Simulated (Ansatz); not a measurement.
**Lattice dynamics of TiC (model cell, started as CsCl type)**

Task: relax TiC (model cell, started as CsCl type), then find its harmonic phonons.

Method: DFT PBEsol, scalar-relativistic, plane waves, PAW, in Ansatz 0.2.0.

The structure was built from a prototype and need not be the compound's stable phase.

### Step 1. Set-up

The structure is cubic, space group Pm-3m (No. 221). Conventional cell: a = 2.528 Å, b = 2.528 Å, c = 2.528 Å, α = 90.00°, β = 90.00°, γ = 90.00°. Nearest to Ti lie 8 C at 2.19 Å. C has 8 Ti at 2.19 Å nearest. Farther neighbours are not listed.

Coordinates:

```cif
data_structure
_symmetry_space_group_name_H-M 'Pm-3m'
_symmetry_Int_Tables_number 221
_cell_length_a 2.5279
_cell_length_b 2.5279
_cell_length_c 2.5279
_cell_angle_alpha 90.000
_cell_angle_beta 90.000
_cell_angle_gamma 90.000
_cell_volume 16.15
loop_
_atom_site_label
_atom_site_type_symbol
_atom_site_symmetry_multiplicity
_atom_site_Wyckoff_symbol
_atom_site_fract_x
_atom_site_fract_y
_atom_site_fract_z
_atom_site_occupancy
Ti1 Ti 1 a 0.00000 0.00000 0.00000 1
C1 C 1 b 0.50000 0.50000 0.50000 1
```

### Step 2. Coarse relaxation

The start is far from rest, so a relaxation with loose tolerances brings it close first.

Contents of input.yaml:

```yaml
crystal:
  lattice:
    - [2.52787, 0.0, 0.0]
    - [0.0, 2.52787, 0.0]
    - [0.0, 0.0, 2.52787]
  atoms:
    - { symbol: Ti, position: [0.0, 0.0, 0.0] }
    - { symbol: C, position: [0.5, 0.5, 0.5] }
kpoints:
  mp_grid: { grid: [8, 8, 8] }
hamiltonian:
  xc: pbesol
scf:
  occupations: { method: gaussian, width: 0.1 }
output:
  forces: true
  stress: true
  eigenvalues: true
relax:
  adjacent_minimum: "off"
  f_tol: 0.05
  max_steps: 80
  cell: { stress_tol: 0.5 }
```

On the command line:

```console
$ ansatz run input.yaml --threads 4 --pin off --max-ram 7168MiB --backend cpu --events-out ev --progress --plain --runs-dir out
```

Numbers of over 12 decimals in the logs are rounded to 6 here.

The log of the run:

```text
The last accepted step is kept in <dir> (removed where the run ends without a failure and the disk answers)
Engine: ansatz 0.2.0, aarch64-unknown-linux-gnu
Pseudopotentials: kind: paw
Pseudopotential: Ti, paw, valence charge 12, recommended cutoff 420 eV (normal), Ti.paw.azcp
Pseudopotential: C, paw, valence charge 4, recommended cutoff 420 eV (normal), C.paw.azcp
Functional definition: PBEsol
  exchange = pbesol_x
[...]
--- Relaxed structure (5 steps of the walk, 5 accepted, 2 SCFs on fresh bases) ---
  F+E_penalty+E_count = -2720.09146486 eV   max|allowed force component| = 1.857e-30 eV/Å   (the final SCF, on the basis selected at the relaxed cell)
  cell:  # Å, volume = 19.2601 Å³
    - [2.680522, 0, 0]
    - [0, 2.680522, 0]
    - [0, 0, 2.680522]
  atoms:
    - { symbol: Ti, position: [0, 0, 0] }
    - { symbol: C, position: [0.5, 0.5, 0.5] }
[key lines of the parts left out:]
SCF converged after 6 iterations
Free energy (F): -2720.091465 eV
Fermi energy:    15.936450 eV
P = ⅓ Tr σ = 0.0778 GPa (0.778 kbar)
```

Run time: 2 s. Hardware: 4 threads of Arm Neoverse V1, shared host; peak memory 0.29 GiB.

The steps of the relaxation:

| step | energy less that of the first step (eV) | largest force component (eV/Å) | pressure (GPa) | volume (Å³) |
| --- | --- | --- | --- | --- |
| 1 | 0.0000 | 0.0000 | 59.34 | 16.15 |
| 2 | -0.4234 | 0.0000 | 17.71 | 18.01 |
| 3 | -0.4811 | 0.0000 | 3.40 | 18.93 |
| 4 | -0.4833 | 0.0000 | 0.28 | 19.17 |
| 5* | -0.4958 | 0.0000 | 1.21 | 19.17 |
| 6 | -0.4960 | 0.0000 | 0.08 | 19.26 |
| 7* | -0.4962 | 0.0000 | 0.08 | 19.26 |

Relaxation steps marked * repeat the geometry before them on a plane-wave basis chosen anew for their cell, so energy and pressure can jump there.

The run keeps the 48 symmetry operations that it works with, so distortions that break them were not tested.

| conventional cell, symmetrised | before | after | change |
| --- | --- | --- | --- |
| a (Å) | 2.528 | 2.681 | +6.0 % |
| b (Å) | 2.528 | 2.681 | +6.0 % |
| c (Å) | 2.528 | 2.681 | +6.0 % |
| volume (Å³/atom) | 8.08 | 9.63 | +19.2 % |

Final coordinates:

```xyz
2
Lattice="2.6805 0.0000 0.0000 0.0000 2.6805 0.0000 0.0000 0.0000 2.6805" Properties=species:S:1:pos:R:3 pbc="T T T"
Ti    0.0000    0.0000    0.0000
C     1.3403    1.3403    1.3403
```

This step gave:

- pressure: 0.07776 GPa
- volume per atom: 9.630 Å³
- gap on the k-mesh: 0 eV

In this step the volume went from 8.08 to 9.63 Å³/atom.

### Step 3. Relaxation

Harmonic phonons are second derivatives at a point where the forces vanish, and they are wanted at zero stress, so atoms and cell are relaxed first.

input.yaml, the sections that differ from step 2:

```yaml
crystal:
  lattice:
    - [2.6805216185, 0.0, 0.0]
    - [0.0, 2.6805216185, 0.0]
    - [0.0, 0.0, 2.6805216185]
  atoms:
    - { symbol: Ti, position: [0.0, 0.0, 0.0] }
    - { symbol: C, position: [0.5, 0.5, 0.5] }
kpoints:
  mp_grid: { grid: [14, 14, 14] }
relax:
  adjacent_minimum: "off"
  f_tol: 0.005
  max_steps: 80
  cell: { stress_tol: 0.05 }
# hamiltonian, scf, output: as in step 2
```

The log of the run:

```text
[...]
Crystal: 2 atoms, lattice volume = 19.260 Å³
Basis set: ecut = 420 eV, 389 PW (Γ), exchange–correlation on 36×36×36 points (8 copies of the dense FFT grid, shifted against one another)
Bands: 12, of which v1, the nominal top of the filled ones, is band 8 counted from 1 (7 counted from 0)
Symmetry: 48 space group operations
[...]
k-points: 120 of 2744
[...]
k-point 119: bands = [... 4 lower, 9.4425, 10.3343, 10.3343, 10.3343, 20.7976, 20.7976, 23.0852, 23.0852]
--- Relaxed structure (2 steps of the walk, 2 accepted, 1 SCFs on fresh bases) ---
[...]
cell:  # Å, volume = 19.2821 Å³
    - [2.681543, 0, 0]
    - [0, 2.681543, 0]
    - [0, 0, 2.681543]
  atoms:
    - { symbol: Ti, position: [0, 0, 0] }
    - { symbol: C, position: [0.5, 0.5, 0.5] }
[key lines of the parts left out:]
SCF converged after 8 iterations
Free energy (F): -2720.088515 eV
Fermi energy:    15.917510 eV
P = ⅓ Tr σ = 0.0447 GPa (0.447 kbar)
```

The job ended after 2 s (4 threads; peak memory 0.33 GiB; 6.8 s of CPU time).

Little changed from the start: no atom moved by 0.005 Å and no cell edge by 0.1 %.

This step gave:

```
pressure        : 0.04473 GPa
volume per atom : 9.641 Å³
```

In this step the volume went from 9.63 to 9.64 Å³/atom.

### Step 4. Relaxing to small forces for the phonons

Phonons need a cell at rest on their own settings, so the relaxation is repeated with tight tolerances on forces and stress on the k mesh and occupations of the first response run.

Contents of input.yaml:

```yaml
crystal:
  lattice:
    - [2.6815430631, 0.0, 0.0]
    - [0.0, 2.6815430631, 0.0]
    - [0.0, 0.0, 2.6815430631]
  atoms:
    - { symbol: Ti, position: [0.0, 0.0, 0.0] }
    - { symbol: C, position: [0.5, 0.5, 0.5] }
kpoints:
  mp_grid: { grid: [16, 16, 16] }
hamiltonian:
  xc: pbesol
scf:
  occupations: { method: methfessel_paxton, width: 0.15 }
output:
  forces: true
  stress: true
  eigenvalues: true
relax:
  adjacent_minimum: "off"
  f_tol: 0.001
  max_steps: 60
  cell: { stress_tol: 0.01 }
```

The log of the run:

```text
[...]
Crystal: 2 atoms, lattice volume = 19.282 Å³
Basis set: ecut = 420 eV, 389 PW (Γ), exchange–correlation on 36×36×36 points (8 copies of the dense FFT grid, shifted against one another)
Bands: 12, of which v1, the nominal top of the filled ones, is band 8 counted from 1 (7 counted from 0)
Symmetry: 48 space group operations
[...]
k-points: 165 of 4096
[...]
k-point 164: bands = [... 4 lower, 9.4439, 10.3323, 10.3323, 10.3323, 20.7827, 20.7827, 23.0756, 23.0756]
--- Relaxed structure (3 steps of the walk, 3 accepted, 1 SCFs on fresh bases) ---
[...]
cell:  # Å, volume = 19.2881 Å³
    - [2.681822, 0, 0]
    - [0, 2.681822, 0.0]
    - [0, 0.0, 2.681822]
  atoms:
    - { symbol: Ti, position: [0, 0, 0] }
    - { symbol: C, position: [0.5, 0.5, 0.5] }
[key lines of the parts left out:]
SCF converged after 5 iterations
Free energy (F): -2720.075061 eV
Fermi energy:    15.901999 eV
P = ⅓ Tr σ = 0.0007 GPa (0.007 kbar)
```

The job ended after 3 s (4 threads; peak memory 0.35 GiB).

Little changed from the start: no atom moved by 0.005 Å and no cell edge by 0.1 %.

This step gave:

```
pressure        : 6.62e-4 GPa
volume per atom : 9.644 Å³
```

The forces vanish by symmetry and the pressure is 0.001 GPa, within the tolerances set. The cell now holds 9.64 Å³/atom.

### Step 5. Linear response at the zone centre

The zone centre comes first: it holds the modes that light can see, as far as symmetry allows. No field response is asked, since the mesh shows no gap.

input.yaml, the sections that differ from step 4:

```yaml
crystal:
  lattice:
    - [2.6818219351, 0.0, 0.0]
    - [0.0, 2.6818219351, 0.0]
    - [0.0, 0.0, 2.6818219351]
  atoms:
    - { symbol: Ti, position: [0.0, 0.0, 0.0] }
    - { symbol: C, position: [0.5, 0.5, 0.5] }
output:
  eigenvalues: true
phonons:
  method: dfpt
# kpoints, hamiltonian, scf: as in step 4
# relax: removed
```

The log of the run:

```text
[...]
Crystal: 2 atoms, lattice volume = 19.288 Å³
Basis set: ecut = 420 eV, 389 PW (Γ), exchange–correlation on 36×36×36 points (8 copies of the dense FFT grid, shifted against one another)
Bands: 12, of which v1, the nominal top of the filled ones, is band 8 counted from 1 (7 counted from 0)
Symmetry: 48 space group operations
k-points: 405 of 4096 (irreducible under 8 space group operations, time reversal used)
[...]
SCF iter   1: F=—  HF=-2720.082341 eV  |F-HF|=—  |Δ(HF+E_count)|=         —  Δρ=1.39e-2  dr2=4.86e-2  ethr=1.77e-3  ⟨swp⟩=4.3  Hψ=23599  notcnv=0
[...]
SCF iter   7: F=-2720.075061 eV  HF=-2720.075061 eV  |F-HF|=1.36e-12  |Δ(HF+E_count)|=  5.37e-11  S|Δr|=    0.00e0  Δρ=7.99e-8  dr2=7.27e-13  ethr=1.00e-12  ⟨swp⟩=3.9  Hψ=19301  notcnv=0
[...]
SCF 1 converged in 7 iterations: F = -2720.075061 eV  dr2 = 7.27e-13
[...]
DFPT response loops at Γ: preconditioner auto → Kerker (q_TF=auto, 2.645 Å⁻¹) (partly filled bands, converged f_vac=0.000); β = 1.00, the filter's whole step (`scf.mixing.beta` (0.50) is not read by the response loops under this deck's `scf.mixing.preconditioner`; to damp them name `kerker` or `kerker_dos`, under which they read `scf.mixing.beta`, and type it under 1.00, their step now; both keys bind the ground state too); Broyden in place of MSR1
SCF converged after 7 iterations
[...]
Free energy (F): -2720.075061 eV
[...]
Internal energy: -2720.070481 eV  (E = F + TS)
E sigma→0 (E₀):  -2720.073916 eV
Entropy (-TS):   -0.004580 eV (-2.290 meV/atom)
Fermi energy:    15.901999 eV
[...]
--- Band table (eV; the first three rows and the last of 405) ---
  k-point 0: bands = [... 4 lower, 2.7374, 14.2238, 14.2238, 17.4618, 17.4618, 17.4618, 19.3580, 19.3580]
  k-point 1: bands = [... 4 lower, 2.8160, 14.1354, 14.2557, 17.2543, 17.2543, 17.4305, 19.3672, 19.5817]
  k-point 2: bands = [... 4 lower, 3.0472, 13.8061, 14.3482, 16.8062, 16.8062, 17.4578, 19.3934, 20.0795]
  k-point 404: bands = [... 4 lower, 9.4439, 10.3323, 10.3323, 10.3323, 20.7827, 20.7827, 23.0756, 23.0756]
--- Phonons (Γ-DFPT): 2 representative perturbations + reference, on 405 of 4096 k-points (Σ response iterations 6) ---
  k mesh reduced under 8 symmetry operations, with k and −k counted as one. Each operation leaves every solved perturbation unchanged. A smaller set is not used because it would not reduce the number of displacements times k-points to solve
  ASR residual: 4.686e-5 → 0.000e0 eV/Å²; symmetrization residual: 8.349e-7 eV/Å²
  ASR residual per site (eV/Å²): 1.14e-5 4.69e-5
  Γ frequencies (cm⁻¹): 0.00 0.00 0.00 251.40 251.40 251.40
  non-analytic LO–TO correction: not included (Born effective charges unavailable; polar crystals: no LO–TO splitting at Γ)
```

Run time: 7 s. Hardware: 4 threads; peak memory 0.59 GiB.

Numbers from this step:

- sum-rule residual before enforcement: 4.69e-5 eV/Å²
- point group: m-3m
- highest optical mode at the zone centre (no LO-TO term): 251.4 cm⁻¹
- lowest optical zone-centre mode: 251.4 cm⁻¹

Patterns of degenerate modes are one choice out of their space. The modes at Γ (shares of kinetic energy by element, %):

| mode | frequency (cm⁻¹) | symmetry | Ti % | C % |
| --- | --- | --- | --- | --- |
| 1 | 0.0 | acoustic | 80 | 20 |
| 2 | 0.0 | acoustic | 80 | 20 |
| 3 | 0.0 | acoustic | 80 | 20 |
| 4 | 251.4 | T1u | 20 | 80 |
| 5 | 251.4 | T1u | 20 | 80 |
| 6 | 251.4 | T1u | 20 | 80 |

Displacements in mode 4 (251.4 cm⁻¹), the largest set to 1:
```
Ti1  0.00  0.00 -0.25
C2   0.00  0.00  1.00
```

Before it was imposed, the acoustic sum rule was missed by 4.7e-5 eV/Å². Small misses are needed for a sound result but don't prove that mesh and cutoff are converged. The lowest optical mode is real, 251 cm⁻¹.

(Part 1 of 2 ends here.)

[Logs are printed without paths, hosts, clocks, repeated set-up lines and the standing remarks that a program may print on its own settings, such as how far it seeks lower states.]

[Hosts, paths, dates, database ids (printed as entryN), source tags and the programs' standing remarks are cut or masked in the printed files.]
